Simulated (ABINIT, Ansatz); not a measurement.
# Sr2MgH6 (P-3m1): bands and cutoff in G0W0 with ABINIT, part 2 of 2

What does each rung of G0W0 on Sr2MgH6 (P-3m1) cost, and what does it buy?

ABINIT 10.8.3; PBEsol and many-body steps on it, plane waves. Known limits of the many-body steps: not at the basis limit; no spin-orbit coupling; coarse k mesh.

So far. Step 3 (Screening, 3×3×2 mesh, 40 bands, screening to 62.6 eV): Local fields lower ε∞ by 10 %. On a Γ-centred mesh this coarse the value itself is usually too large, while a short band sum pulls it down. Step 4 (40 bands, 62.6 eV): The gap on the mesh goes from 2.53 eV to 4.21 eV, a correction of +1.68 eV.

## Step 6: 90 bands, 114.3 eV

This step: G0W0 on PBEsol, plane waves, norm-conserving pseudopotentials.

run.abi reads:

```
acell 3*1.0 Angstrom
rprim 
  5.475438295790 0.000000000002 0.000000000000
  -2.737719147897 4.741868661007 0.000000000000
  0.000000000000 0.000000000000 4.188467730000
ntypat 3
znucl 38 12 1
natom 9
typat 1 1 2 3 3 3 3 3 3
xred 
  0.666666666667 0.333333333333 0.263532570000
  0.333333333333 0.666666666667 0.736467430000
  0.000000000000 0.000000000000 0.000000000000
  0.823459443333 0.646918886667 0.765248350000
  0.823459443333 0.176540556667 0.765248350000
  0.353081113333 0.176540556667 0.765248350000
  0.176540556667 0.353081113333 0.234751650000
  0.176540556667 0.823459443333 0.234751650000
  0.646918886667 0.823459443333 0.234751650000
pp_dirpath "pseudos"
pseudos "Sr.upf, Mg.upf, H.upf"
ecut 38
ngkpt 3 3 2
nshiftk 1
shiftk 0 0 0
kptopt 1
chksymbreak 0
istwfk *1
occopt 1
irdwfk 1
optdriver 4
nband 90
gwcalctyp 0
ecutsigx 38
symsigma 1
nkptgw 2
kptgw 
  0.3333333333 0.3333333333 0.0000000000
  0.0000000000 0.0000000000 0.0000000000
bdgw 
  16 20
  17 21
ecuteps 4.2
irdscr 1
ppmodel 1
indata_prefix "in"
outdata_prefix "out"
tmpdata_prefix "tmp"
```

Started as:

```
OMP_NUM_THREADS=1 mpirun -n 4 abinit run.abi > log
```

Numbers of over 12 decimals in the logs are rounded to 6 here.

The log of the run:

```text
.Version 10.8.3 of ABINIT. v10.8.2 released Aug 2026.

 Symmetries : space group P-3 m 1 (#164); Bravais hP (primitive hexag.)
[... echo of the input left out ...]
== DATASET  1 ==================================================================
-   mpi_nproc: 4, omp_nthreads: 1 (-1 if OMP is not activated)

--- !DatasetInfo
iteration_state: {dtset: 1, }
dimensions: {natom: 9, nkpt: 6, mband: 90, nsppol: 1, nspinor: 1, nspden: 1, mpw: 8238, }
cutoff_energies: {ecut:  38.0, pawecutdg:  -1.0, }
electrons: {nelect:   3.60000000E+01, charge:   0.00000000E+00, occopt:   1.00000000E+00, tsmear:   1.00000000E-02, }

 SIGMA: Calculation of the GW corrections

 Based on a program developped by R.W. Godby, V. Olevano, G. Onida, and L. Reining.
 Incorporated in ABINIT by V. Olevano, G.-M. Rignanese, and M. Torrent.
.Using double precision arithmetic ; gwpc =  8

[... cell and pseudopotentials left out ...]
--------------------------------------------------------------------------------

 ==== K-mesh for the wavefunctions ====
 Number of points in the irreducible wedge :     6
[... list of points left out ...]
 Together with 12 symmetry operations and time-reversal symmetry
 yields    18 points in the full Brillouin Zone.

 ==== Q-mesh for screening function ====
 Number of points in the irreducible wedge :     6
[... list of points left out ...]
 Together with 12 symmetry operations and time-reversal symmetry
 yields    18 points in the full Brillouin Zone.

 vcoul_init : cutoff-mode = AUXILIARY_FUNCTION
 q-points for optical limit:   1
     1)      0.000010    0.000020    0.000030
 setmesh: FFT mesh size selected  =    50x   50x   45
          total number of points  =       112500

 Number of electrons calculated from density =   36.0000; Expected =   36.0000
[...]
number of omega for Sigma on real axis              0
 max omega for Sigma on real axis  [eV]           0.00
 zcut for avoiding poles [eV]                     0.10

 EPSILON^-1 parameters (SCR file):
 dimension of the eps^-1 matrix on file            283
 dimension of the eps^-1 matrix used               283
 number of plane-waves for wavefunctions          8175
 number of bands                                    90
 number of q-points in IBZ                           6
 number of frequencies                               2
 number of real frequencies                          1
 number of imag frequencies                          1

 matrix elements of self-energy operator (all in [eV])

 Perturbative Calculation

--- !SelfEnergy_ee
iteration_state: {dtset: 1, }
kpoint     : [   0.333,    0.333,    0.000, ]
spin       : 1
KS_gap     :    3.206
QP_gap     :    5.109
Delta_QP_KS:    1.904
data: !SigmaeeData |
     Band     E0 <VxcDFT>   SigX SigC(E0)      Z dSigC/dE  Sig(E)    E-E0       E
       16   2.964 -10.869 -13.864   2.119   0.786  -0.272 -11.558  -0.689   2.275
       17   2.964 -10.869 -13.864   2.119   0.786  -0.272 -11.558  -0.689   2.275
       18   4.043 -11.281 -14.242   2.058   0.788  -0.270 -11.992  -0.711   3.332
[...]
--- !SelfEnergy_ee
iteration_state: {dtset: 1, }
kpoint     : [   0.000,    0.000,    0.000, ]
spin       : 1
KS_gap     :    2.945
QP_gap     :    4.562
Delta_QP_KS:    1.617
data: !SigmaeeData |
     Band     E0 <VxcDFT>   SigX SigC(E0)      Z dSigC/dE  Sig(E)    E-E0       E
[...]
20   8.503 -10.516  -4.880  -3.888   0.813  -0.230  -9.094   1.422   9.925
       21   8.503 -10.516  -4.880  -3.888   0.813  -0.230  -9.094   1.422   9.925

== END DATASET(S) ==============================================================
================================================================================

 -outvars: echo values of variables after computation  --------
           etotal      0.0000000000E+00
            nband          90
             nkpt           6
          spgroup         164
 [... the other variables as echoed above ...]

 Calculation completed.
```

Wall time 10 s (4 MPI ranks of Arm Neoverse V1, shared host); peak memory 0.88 GiB.

Numbers from this step:

| Item | Value |
| --- | --- |
| G0W0 gap on the points computed | 4.169 eV |
| starting gap on the mesh | 2.528 eV |
| k of the valence top | 0.3333, 0.3333, 0 |
| k of the conduction bottom | 0, 0, 0 |
| Z at the valence top | 0.788 |
| Z at the conduction bottom | 0.825 |
| least direct G0W0 gap on the computed points | 4.562 eV |

Against G0W0 in ABINIT (3×3×2 mesh, 40 bands, screening to 62.6 eV, Godby-Needs plasmon pole), the gap moves by −0.038 eV.

## Step 7: Screening, 3×3×2 mesh, 194 bands, screening to 176.9 eV

This step: RPA screening on PBEsol, plane waves, norm-conserving pseudopotentials.

run.abi, as its differences from that of step 6:

```diff
@@ -30,17 +30,8 @@
 irdwfk 1
-optdriver 4
-nband 90
-gwcalctyp 0
-ecutsigx 38
-symsigma 1
-nkptgw 2
-kptgw 
-  0.3333333333 0.3333333333 0.0000000000
-  0.0000000000 0.0000000000 0.0000000000
-bdgw 
-  16 20
-  17 21
-ecuteps 4.2
-irdscr 1
-ppmodel 1
+optdriver 3
+nband 194
+ecuteps 6.5
+inclvkb 2
+awtr 1
+symchi 1
 indata_prefix "in"
```

The log of the run:

```text
.Version 10.8.3 of ABINIT. v10.8.2 released Aug 2026.

 Symmetries : space group P-3 m 1 (#164); Bravais hP (primitive hexag.)
[... echo of the input left out ...]
== DATASET  1 ==================================================================
-   mpi_nproc: 4, omp_nthreads: 1 (-1 if OMP is not activated)

--- !DatasetInfo
iteration_state: {dtset: 1, }
dimensions: {natom: 9, nkpt: 6, mband: 194, nsppol: 1, nspinor: 1, nspden: 1, mpw: 8238, }
cutoff_energies: {ecut:  38.0, pawecutdg:  -1.0, }
[...]
--------------------------------------------------------------------------------
[... chi0 elements left out ...]
 For q-point:  0.000010 0.000020 0.000030
  dielectric constant =   5.7478
  dielectric constant without local fields =   6.3780

  Average fulfillment of the sum rule on Im[epsilon] for q-point    1 :     75.26  [%]
[... wings left out ...]
  q-point number  2        q = ( 0.333333, 0.000000, 0.000000) [r.l.u.]
--------------------------------------------------------------------------------
[... chi0 elements left out ...]
  Average fulfillment of the sum rule on Im[epsilon] for q-point    2 :     79.92  [%]

 [... 4 further q-points ...]
```

Elapsed: 83 s, on 4 MPI ranks; peak memory 1.7 GiB; 5.5 min of CPU time.

Numbers from this step:

- ε∞ with local fields, on this mesh, along the program's q direction: 5.748
- the same without local fields: 6.378
- plasma frequency: 21.36 eV
- plane waves in the screening matrix: 591

## Step 8: 194 bands, 176.9 eV

This step: G0W0 on PBEsol, plane waves, norm-conserving pseudopotentials.

run.abi, as its differences from that of step 7:

```diff
@@ -30,8 +30,17 @@
 irdwfk 1
-optdriver 3
+optdriver 4
 nband 194
+gwcalctyp 0
+ecutsigx 38
+symsigma 1
+nkptgw 2
+kptgw 
+  0.3333333333 0.3333333333 0.0000000000
+  0.0000000000 0.0000000000 0.0000000000
+bdgw 
+  16 20
+  17 21
 ecuteps 6.5
-inclvkb 2
-awtr 1
-symchi 1
+irdscr 1
+ppmodel 1
 indata_prefix "in"
```

The log of the run:

```text
.Version 10.8.3 of ABINIT. v10.8.2 released Aug 2026.

 Symmetries : space group P-3 m 1 (#164); Bravais hP (primitive hexag.)
[... echo of the input left out ...]
== DATASET  1 ==================================================================
-   mpi_nproc: 4, omp_nthreads: 1 (-1 if OMP is not activated)

--- !DatasetInfo
iteration_state: {dtset: 1, }
dimensions: {natom: 9, nkpt: 6, mband: 194, nsppol: 1, nspinor: 1, nspden: 1, mpw: 8238, }
cutoff_energies: {ecut:  38.0, pawecutdg:  -1.0, }
[...]
Band     E0 <VxcDFT>   SigX SigC(E0)      Z dSigC/dE  Sig(E)    E-E0       E
[...]
20   8.503 -10.516  -4.880  -4.277   0.809  -0.236  -9.416   1.100   9.603
       21   8.503 -10.516  -4.880  -4.277   0.809  -0.236  -9.416   1.100   9.603

== END DATASET(S) ==============================================================
================================================================================

 -outvars: echo values of variables after computation  --------
           etotal      0.0000000000E+00
            nband         194
             nkpt           6
          spgroup         164
 [... the other variables as echoed above ...]

 Calculation completed.
```

The job ended after 59 s (4 MPI ranks; peak memory 1.8 GiB; 3.9 min of CPU time).

Numbers from this step:

```
G0W0 gap on the points computed              : 4.243 eV
starting gap on the mesh                     : 2.528 eV
k of the valence top                         : 0.3333, 0.3333, 0
k of the conduction bottom                   : 0, 0, 0
least direct G0W0 gap on the computed points : 4.628 eV
```

Against G0W0 in ABINIT (3×3×2 mesh, 90 bands, screening to 114.3 eV, Godby-Needs plasmon pole), the gap moves by +0.074 eV.

## Step 9: Side by side

Times are wall times on 4 MPI ranks of Arm Neoverse V1, shared host, good to a factor of about two. A run's time includes the screening step that it read.

| run | mesh | bands | screening cutoff (eV) | DFT gap (eV) | gap on the mesh (eV) | direct (eV) | ε∞ used | time |
| --- | --- | --- | --- | --- | --- | --- | --- | --- |
| 40 bands, 62.6 eV | 3×3×2 | 40 | 62.6 | 2.528 | 4.207 | 4.623 | 5.69 | 14 s |
| 90 bands, 114.3 eV | 3×3×2 | 90 | 114.3 | 2.528 | 4.169 | 4.562 | 5.73 | 37 s |
| 194 bands, 176.9 eV | 3×3×2 | 194 | 176.9 | 2.528 | 4.243 | 4.628 | 5.75 | 2.4 min |

## Step 10: Summary of results

| Quantity | Value |
| --- | --- |
| 40 bands, 62.6 eV | 4.207 eV |
| 90 bands, 114.3 eV | 4.169 eV |
| 194 bands, 176.9 eV | 4.243 eV |
| known limits | not at the basis limit; no spin-orbit coupling; coarse k mesh |

**Reading.** From the first rung to the last the gap moves by +0.04 eV for 10 times the time. The gap turns back along the series, so no limit is drawn from it. In the first G0W0 run levels were corrected at 2 k points alone, so a gap called «on the mesh» is the least over those, and an edge elsewhere would be missed. The 3×3×2 mesh is coarse for this cell, which bears on the long-range parts of exchange and screening. The many-body steps are scalar-relativistic: spin-orbit coupling is not in them.

[Paths, hosts, dates, memory and timing lines, banners, echoed tables and standing remarks are left out of the program output.]

[Logs are printed without paths, hosts, clocks, repeated set-up lines and the standing remarks that a program may print on its own settings, such as how far it seeks lower states.]

[Runs of the session that timed out or met a known fault of the program may be left out.]

[No measured gap is set beside runs whose start may be inverted or whose files or cutoffs have a known fault.]

[Hosts, paths, dates, database ids (printed as entryN), source tags and the programs' standing remarks are cut or masked in the printed files.]

[G0W0 gaps are taken among the corrected bands and points alone; a level outside them can change the order at an edge.]

[Where Ansatz stands beside ABINIT at settings called matched, ABINIT's density can come from a denser mesh and the files from another edition; pairs whose starting gaps differed by over 0.03 eV were left out, so agreement reads better than it is.]
